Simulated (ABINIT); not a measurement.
Planning a run of ABINIT 10.8.3 on WSe2 (P6_3/mmc). The input:

```
acell 3*1.0 Angstrom
rprim 
  3.290000000028 -0.000000000007 0.000000000000
  -1.645000000008 2.849223578479 0.000000000000
  0.000000000000 0.000000000000 12.970000000000
ntypat 2
znucl 74 34
natom 6
typat 1 1 2 2 2 2
xred 
  0.333333333333 0.666666666667 0.250000000000
  0.666666666667 0.333333333333 0.750000000000
  0.333333333333 0.666666666667 0.621000000000
  0.666666666667 0.333333333333 0.121000000000
  0.333333333333 0.666666666667 0.879000000000
  0.666666666667 0.333333333333 0.379000000000
pp_dirpath "pseudos"
pseudos "W.upf, Se.upf"
ecut 58
ngkpt 3 3 1
nshiftk 1
shiftk 0 0 0
kptopt 1
chksymbreak 0
istwfk *1
occopt 1
irdwfk 1
optdriver 4
nband 137
gwcalctyp 0
ecutsigx 58
symsigma 0
nkptgw 2
kptgw 
  0.0000000000 0.0000000000 0.0000000000
  0.3333333333 0.3333333333 0.0000000000
bdgw 
  61 64
  61 64
ecuteps 4
irdscr 1
ppmodel 1
indata_prefix "in"
outdata_prefix "out"
tmpdata_prefix "tmp"
```

The database entry behind the starting cell differs from later determinations by our own check (a about 0.2 % long), so it need not match the best structure at ambient conditions.

```sh
OMP_NUM_THREADS=1 mpirun -n 4 abinit run.abi > log
```

Question: Estimate wall time and host memory on 4 MPI ranks of Arm Neoverse V2, shared host.

It took 23 s; on shared hardware allow 12 s to 46 s. Peak host memory was 1.9 GiB.

[Paths, hosts, dates, memory and timing lines, banners, echoed tables and standing remarks are left out of the program output.]

[Logs are printed without paths, hosts, clocks, repeated set-up lines and the standing remarks that a program may print on its own settings, such as how far it seeks lower states.]

[Runs of the session that timed out or met a known fault of the program may be left out.]

[Hosts, paths, dates, database ids (printed as entryN), source tags and the programs' standing remarks are cut or masked in the printed files.]

[G0W0 gaps are taken among the corrected bands and points alone; a level outside them can change the order at an edge.]

[Where Ansatz stands beside ABINIT at settings called matched, ABINIT's density can come from a denser mesh and the files from another edition; pairs whose starting gaps differed by over 0.03 eV were left out, so agreement reads better than it is.]
